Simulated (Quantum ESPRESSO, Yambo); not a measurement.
Planning a run of Yambo 5.3.0 on PtSe2 (1T monolayer). The input:

```
HF_and_locXC
gw0
dyson
ppa
em1d
rim_cut
rim_w
RandQpts= 3000000
RandGvec= 100 RL
CUTGeo= "slab z"
RandGvecW= 9 RL
EXXRLvcs= 104 Ry
VXCRLvcs= 416 Ry
Chimod= "HARTREE"
% BndsRnXp
 1 | 145 |
%
NGsBlkXp= 8 Ry
% LongDrXp
 1 | 1 | 0 |
%
% GbndRnge
 1 | 145 |
%
DysSolver= "n"
ExtendOut
PPAPntXp= 27.21138 eV
% QPkrange
 1 | 1 | 32 | 35 |
 2 | 2 | 32 | 35 |
%
```

```sh
OMP_NUM_THREADS=1 mpirun -n 8 yambo -F gw2.in -J gw2 -C gw2 > gw2.log
```

The stored states that it reads are on a 6×6×1 mesh. The cell holds 3 atoms: 1 Pt and 2 Se. Its edges and angles: a = 3.749 Å, b = 3.749 Å, c = 15.000 Å, α = 90.0°, β = 90.0°, γ = 120.0°. Vacuum lies along c.

Question: How long will it take on 8 MPI ranks of Arm Neoverse V2, shared host, and how much memory?

It took 3.8 min; on shared hardware allow 1.9 min to 7.5 min. Peak host memory was 10 GiB.

The screening grows as filled bands × empty bands × pairs of k points, times the square of the screening basis for the matrix.

[Paths, hosts, dates, memory and timing lines, banners, echoed tables and standing remarks are left out of the program output.]

[Logs are printed without paths, hosts, clocks, repeated set-up lines and the standing remarks that a program may print on its own settings, such as how far it seeks lower states.]

[Runs of the session that timed out or met a known fault of the program may be left out.]

[Hosts, paths, dates, database ids (printed as entryN), source tags and the programs' standing remarks are cut or masked in the printed files.]
